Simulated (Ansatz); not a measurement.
**G0W0 on several functionals: Ta2O5 (P2/m)**

One-shot GW is not self-consistent; how far does the start matter for Ta2O5 (P2/m)?

Method: G0W0 on several functionals, plane waves, PAW, in Ansatz 0.2.0.

This is a report of a sequence of runs, with most program output left out.

In doubt: masses and optical values from hybrid runs of this build are listed as unsure (steps 3, 4, 5), which bears on the screening that GW takes from such a start.

## Step 1: Set-up

The structure is monoclinic, space group P2/m (No. 10). The conventional cell has a = 3.841 Å, b = 3.863 Å, c = 6.778 Å, α = 90.00°, β = 105.57°, γ = 90.00°. Nearest to Ta lie 6 O at 1.90 to 2.21 Å. Nearest to O lie 2 Ta at 1.93 Å. O has 3 Ta at 1.98 to 2.21 Å nearest. O has 2 Ta at 1.90 Å nearest. Farther neighbours and most contacts between anions are not listed.

The cell and positions are those that the Materials Project relaxed with its own functionals (PBE, PBE+U or r2SCAN), kept fixed. Spin-orbit coupling is left out unless a step names it.

## Step 2: G0W0 on LDA

Now the one-shot GW correction: screening in the RPA, then the self-energy of the levels asked for. This step takes PAW set soft_1 files.

This step: G0W0 on LDA, plane waves, PAW; PAW set soft_1.

Contents of input.yaml:

```yaml
crystal:
  lattice:
    - [3.8414080139, 0.0, 0.0]
    - [0.0, 3.86271575, 0.0]
    - [-1.8189421445, 0.0, 6.5289594201]
  atoms:
    - { symbol: Ta, position: [0.64953073, 0.0, 0.79131453] }
    - { symbol: Ta, position: [0.35046927, 0.0, 0.20868547] }
    - { symbol: O, position: [0.6621243, 0.5, 0.79832929] }
    - { symbol: O, position: [0.3378757, 0.5, 0.20167071] }
    - { symbol: O, position: [0.18976057, 0.0, 0.87062125] }
    - { symbol: O, position: [0.81023943, 0.0, 0.12937875] }
    - { symbol: O, position: [0.5, 0.0, 0.5] }
kpoints:
  mp_grid: { grid: [4, 4, 2] }
hamiltonian:
  xc: lda
  pseudopotentials: { kind: paw, azcp: { folder: soft_1 }, xc_functional: pbe }
scf:
  occupations: { method: fixed }
gw:
  n_empty_bands: 219
  ecut_chi: 100
  qp_bands: [v2, c2]
  qp_kpoints: band_edges
  screening: { model: contour_deformation }
```

The run is started by

```bash
ansatz run input.yaml --threads 2 --pin off --max-ram 92160MiB --backend cuda --events-out ev --progress --plain --runs-dir out --devices 1 --max-vram 13GiB
```

Run time: 18 s. Hardware: 1 × NVIDIA H100 80GB HBM3 (shared by 6 runs) with 2 threads of AMD EPYC 7R13 (Zen 3), shared host; peak memory 1.3 GiB.

This step gave:

* bands summed: 247
* RPA ε∞ on this mesh (eigenvalues): 4.803, 4.976, 7.545
* plane waves in the screening matrix: 221
* q-points in the mesh: 32
* G0W0 gap on the mesh: 3.483 eV
* k of the valence top: -0.5, -0.5, -0.5
* k of the conduction bottom: 0, 0, -0.5
* starting gap on the mesh: 2.106 eV
* Z at the valence top: 0.7296
* Z at the conduction bottom: 0.7949
* least direct G0W0 gap on the computed points: 4.192 eV

The gap on the mesh goes from 2.11 eV to 3.48 eV, a correction of +1.38 eV. Between the two edge states, bare exchange in place of the xc potential would open the gap by 10.67 eV, and correlation takes back 9.29 eV.

## Step 3: G0W0 on HSE06

The same correction from a different start measures what one shot leaves open.

This step: G0W0 on HSE06, plane waves, PAW; PAW set soft_1.

Changes to input.yaml since step 2:

```diff
@@ -16,4 +16,4 @@
 hamiltonian:
-  xc: lda
-  pseudopotentials: { kind: paw, azcp: { folder: soft_1 }, xc_functional: pbe }
+  xc: hse06
+  pseudopotentials: { kind: paw, azcp: { folder: soft_1 } }
 scf:
```

It took 65 s on 1 × NVIDIA H100 80GB HBM3 (shared by 6 runs) with 2 threads; peak memory 1.6 GiB.

This step gave:

| Quantity | Value |
| --- | --- |
| bands summed | 247 |
| RPA ε∞ on this mesh (eigenvalues) | 3.640, 3.682, 4.961 |
| plane waves in the screening matrix | 221 |
| q-points in the mesh | 32 |
| G0W0 gap on the mesh | 3.956 eV |
| k of the valence top | -0.5, -0.5, -0.5 |
| k of the conduction bottom | 0, 0, -0.5 |
| starting gap on the mesh | 3.662 eV |
| Z at the valence top | 0.7720 |
| Z at the conduction bottom | 0.8280 |
| least direct G0W0 gap on the computed points | 4.672 eV |

Against the run with 4×4×2 mesh, 219 empty bands, screening to 100 eV, PAW set soft_1 files on LDA, the gap moves by +0.47 eV, while the start moved by +1.56 eV.

## Step 4: G0W0 on PBE0

This step: G0W0 on PBE0, plane waves, PAW; PAW set soft_1.

Changes to input.yaml since step 3:

```diff
@@ -16,3 +16,3 @@
 hamiltonian:
-  xc: hse06
+  xc: pbe0
   pseudopotentials: { kind: paw, azcp: { folder: soft_1 } }
```

It took 80 s on 1 × NVIDIA H100 80GB HBM3 (shared by 6 runs) with 2 threads; peak memory 1.6 GiB.

Numbers from this step:

```yaml
bands_summed: 247
rpa_eps_infinity_on_this_mesh_eigenvalues: 3.431, 3.471, 4.547
plane_waves_in_the_screening_matrix: 221
g0w0_gap_on_the_mesh: 4.185 eV
k_of_the_valence_top: -0.5, -0.5, -0.5
k_of_the_conduction_bottom: 0, 0, -0.5
starting_gap_on_the_mesh: 4.417 eV
least_direct_g0w0_gap_on_the_computed_points: 4.904 eV
```

Against the run with 4×4×2 mesh, 219 empty bands, screening to 100 eV, PAW set soft_1 files on HSE06, the gap moves by +0.23 eV, while the start moved by +0.76 eV.

## Step 5: G0W0 on Hartree-Fock

This step: G0W0 on Hartree-Fock, plane waves, PAW; PAW set soft_1.

Changes to input.yaml since step 4:

```diff
@@ -16,3 +16,3 @@
 hamiltonian:
-  xc: pbe0
+  xc: hf
   pseudopotentials: { kind: paw, azcp: { folder: soft_1 } }
```

It took 1.7 min on 1 × NVIDIA H100 80GB HBM3 (shared by 6 runs) with 2 threads; peak memory 1.7 GiB.

Numbers from this step:

```
bands summed                                 : 247
RPA ε∞ on this mesh (eigenvalues)            : 2.112, 2.151, 2.360
plane waves in the screening matrix          : 221
G0W0 gap on the mesh                         : 5.806 eV
k of the valence top                         : -0.5, -0.5, -0.5
k of the conduction bottom                   : 0, 0, -0.5
starting gap on the mesh                     : 12.14 eV
least direct G0W0 gap on the computed points : 6.528 eV
```

Against the run with 4×4×2 mesh, 219 empty bands, screening to 100 eV, PAW set soft_1 files on PBE0, the gap moves by +1.62 eV, while the start moved by +7.72 eV.

## Step 6: The starts together

All on the 4×4×2 mesh with 219 empty bands and screening to 100 eV. Times are wall times on 1 × NVIDIA H100 80GB HBM3 (shared by 6 runs) with 2 threads of AMD EPYC 7R13 (Zen 3), shared host, good to a factor of about two.

```tsv
start	starting gap (eV)	shift (eV)	G0W0 gap (eV)	RPA ε∞ (harmonic mean)	Z (valence, conduction)	time
LDA	2.11	+1.38	3.48	5.54	0.73, 0.79	18 s
HSE06	3.66	+0.29	3.96	4.01	0.77, 0.83	65 s
PBE0	4.42	−0.23	4.18	3.75	0.78, 0.84	80 s
Hartree-Fock	12.14	−6.34	5.81	2.20	0.88, 0.91	1.7 min
```

The parts of the quasiparticle energy at the two band edges (eV; QP = start + Σx + Σc − Vxc):

```tsv
run	edge	start	Σx	Σc	Vxc	Z	QP
LDA	valence top	6.65	-26.37	4.83	-21.35	0.73	6.47
LDA	conduction bottom	8.76	-13.11	-4.46	-18.77	0.79	9.95
HSE06	valence top	5.95	-26.50	4.46	-22.38	0.77	6.29
HSE06	conduction bottom	9.61	-12.69	-4.20	-17.53	0.83	10.25
PBE0	valence top	5.56	-26.51	4.32	-22.79	0.78	6.16
PBE0	conduction bottom	9.97	-12.67	-4.09	-17.13	0.84	10.35
Hartree-Fock	valence top	2.10	-26.63	3.21	-26.61	0.88	5.29
Hartree-Fock	conduction bottom	14.24	-11.44	-3.17	-11.46	0.91	11.10
```

For a hybrid start, Vxc holds its share of exact exchange.

## Step 7: Outcome

```yaml
g0w0_lda: 3.48 eV (start 2.11 eV)
g0w0_hse06: 3.96 eV (start 3.66 eV)
g0w0_pbe0: 4.18 eV (start 4.42 eV)
g0w0_hartree_fock: 5.81 eV (start 12.14 eV)
known_limits: not at the basis limit; no spin-orbit coupling; coarse k mesh
```

**Reading.** The starting gaps span 10.04 eV and the G0W0 gaps 2.32 eV. Between LDA and Hartree-Fock, 2.32 eV of the 10.04 eV survives, 23 %. Hartree-Fock screens less than LDA (ε∞ 2.20 against 5.54). Of the 2.32 eV by which its G0W0 gap is higher, the correlation part gives +2.91 eV, and exchange with the one-particle terms, which follow the orbitals, −0.59 eV. On PBE0 and Hartree-Fock the correction is negative: that start lies above its own G0W0 value. The smallest correction, −0.23 eV, is on PBE0, the start nearest to reproducing itself, though another is as near within the errors. Bands and cutoff are finite, so the gap is not at the basis limit. The miss can reach some tenths of an eV and take either sign; the mesh is an error of its own. The 4×4×2 mesh is coarse for this cell (its supercell is 14 Å along the shortest edge). The RPA ε∞ on it, from the LDA start, is 4.80, 4.98 and 7.55; such meshes misread the long-range screening, most where the gap is narrow. The program warns that the mesh is coarse for exact exchange, which bears on the hybrid start's gap. The many-body steps are scalar-relativistic: spin-orbit coupling is not in them.

[Paths, hosts, dates, memory and timing lines, banners, echoed tables and standing remarks are left out of the program output.]

[Logs are printed without paths, hosts, clocks, repeated set-up lines and the standing remarks that a program may print on its own settings, such as how far it seeks lower states.]

[Runs of the session that timed out or met a known fault of the program may be left out.]

[Cells called generated may have been cut or substituted from an entry of the Crystallography Open Database or the Materials Project.]

[Hosts, paths, dates, database ids (printed as entryN), source tags and the programs' standing remarks are cut or masked in the printed files.]
